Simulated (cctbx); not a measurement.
## Accept or mend?

Cell a = 9.2520 Å, b = 9.2520 Å, c = 5.2110 Å, α = 90.00°, β = 90.00°, γ = 90.00°; space group I4/mmm (no. 139). The compound is NdMn4Ga8.

Simulated single-crystal data (cctbx): Mo Kα, λ = 0.71073 Å, to d = 0.84 Å, 80 % of the full sphere, strongest reflection 5000 counts, noise from counting, a 2 % proportional error and a noise floor of 4 counts (s.d.); no absorption.

An anisotropic refinement with weights 1/σ² prints:

```text
Rint 0.040, 137 unique reflections to 0.84 A
cycle     R1     wR2    GooF  max shift (A)
   1  0.0292  0.0762   3.309   0.00231
   2  0.0207  0.0608   2.643   0.00001
final R1 0.0207 wR2 0.0608 GooF 2.643  parameters 14  data/parameter 9.8
atom        x        y        z      Ueq    occ   su(xyz)  su(Uiso or U11)
Nd1    0.00000  0.00000  0.00000   0.0189  1.000  0.00000  0.0006
Ga1    0.00000  0.22398  0.50000   0.0201  1.000  0.00020  0.0009
Ga2    0.00000  0.64481  0.00000   0.0224  1.000  0.00021  0.0010
Mn1    0.25000  0.75000  0.25000   0.0324  1.000  0.00000  0.0011
difference map: max 1.52 min -1.27 rms 0.30
Q1    0.0000  0.3549  0.5000    8    1.52  1.21 A from Ga1
Q2    0.0599  0.4285  0.0000   16    1.17  0.88 A from Ga2
Q3    0.2094  0.2094  0.5000    8    1.04  1.41 A from Mn1
Q4    0.0000  0.1300  0.5000    8    1.04  0.87 A from Ga1
Q5    0.1297  0.1297  0.5000    8    0.93  1.48 A from Ga1
Q6    0.2109  0.2109  0.0000    8    0.91  1.40 A from Mn1
```

**Question.** Can this result stand? If not, what is the likely fault?

Mend it. The fault: dispersion terms of the wrong wavelength (1.54184 Å). Against the right model at the same level, R1 goes from 0.0093 to 0.0207 and GooF from 0.83 to 2.64, the top difference peak, 1.5 e/Å³, lies 1.21 Å from Ga1 and a hole of -1.3 e/Å³ opens. f′ and f″ must be those of the data's wavelength; the error mimics a mistyped heavy atom. The signs are weak, and the output alone doesn't single this fault out.

The compound is NdMn4Ga8. The right model at the same level gives:

```text
Rint 0.040, 137 unique reflections to 0.84 A
cycle     R1     wR2    GooF  max shift (A)
   1  0.0096  0.0199   0.863   0.00008
   2  0.0093  0.0192   0.835   0.00000
final R1 0.0093 wR2 0.0192 GooF 0.835  parameters 14  data/parameter 9.8
atom        x        y        z      Ueq    occ   su(xyz)  su(Uiso or U11)
Nd1    0.00000  0.00000  0.00000   0.0194  1.000  0.00000  0.0002
Ga1    0.00000  0.22384  0.50000   0.0229  1.000  0.00006  0.0003
Ga2    0.00000  0.64455  0.00000   0.0249  1.000  0.00006  0.0003
Mn1    0.25000  0.75000  0.25000   0.0314  1.000  0.00000  0.0003
difference map: max 0.37 min -0.48 rms 0.11
Q1    0.0000  0.0948  0.2897   16    0.41  1.62 A from Ga1
Q2    0.0000  0.5000  0.0000    4    0.35  1.34 A from Ga2
Q3    0.1514  0.2611  0.1302   32    0.32  1.11 A from Mn1
Q4    0.2340  0.2340  0.0951   16    0.32  0.83 A from Mn1
Q5    0.1065  0.1065  0.5000    8    0.31  1.47 A from Ga1
Q6    0.0000  0.1507  0.5000    8    0.31  0.68 A from Ga1
```

The model is made up (kin elements in a known structure type, no relaxation), so it says nothing on whether the phase exists.

[Middle refinement cycles are left out of these outputs.]

[Logs are printed without paths, hosts, clocks, repeated set-up lines and the standing remarks that a program may print on its own settings, such as how far it seeks lower states.]
